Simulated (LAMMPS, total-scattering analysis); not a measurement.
**diamond-type solid solution (Si0.26,Ge0.74): Uiso of Si against temperature**

Simulated by classical molecular dynamics (LAMMPS) with the Tersoff potential (Tersoff, Phys. Rev. B 39, 5566 (1989)); 512 atoms, zero pressure, classical nuclei. Uiso is the variance of an atom's position about its mean, per direction. Tersoff's Si and Ge melt far above the real elements.

| T (K) | Uiso of Si (Å²) |
| --- | --- |
| 200 | 0.0027 |
| 300 | ? |
| 890 | 0.0128 |
| 1660 | 0.0260 |
| 2350 | 0.0405 |

**Task.** Fit U/T against T with a straight line, read an effective Debye temperature from it, and predict the withheld row.

U/T in 10⁻⁵ Å²/K: 1.350 at 200 K, 1.438 at 890 K, 1.566 at 1660 K, 1.723 at 2350 K. The means are 1275 K and 1.519; Σ(x − x̄)(y − ȳ) = 450.26 and Σ(x − x̄)² = 2.6077e+06, so the slope is 1.727e-04 per K and the intercept 1.299.

The intercept is the harmonic part: U = 3ħ²T/(M k θ²) with 3ħ²/(k u Å²) = 145.5 K and M = 28.09 u gives θ = √(145.5/(28.09 × 1.299×10⁻⁵)) = 632 K, an effective value for this element. The slope is the anharmonic part, expansion included: by 2350 K it adds 31 % to U.

At 300 K, U = 300 × (1.299 + 0.052)×10⁻⁵ = 0.0041 Å²; the run gave 0.0042, a miss of -2.4 %.
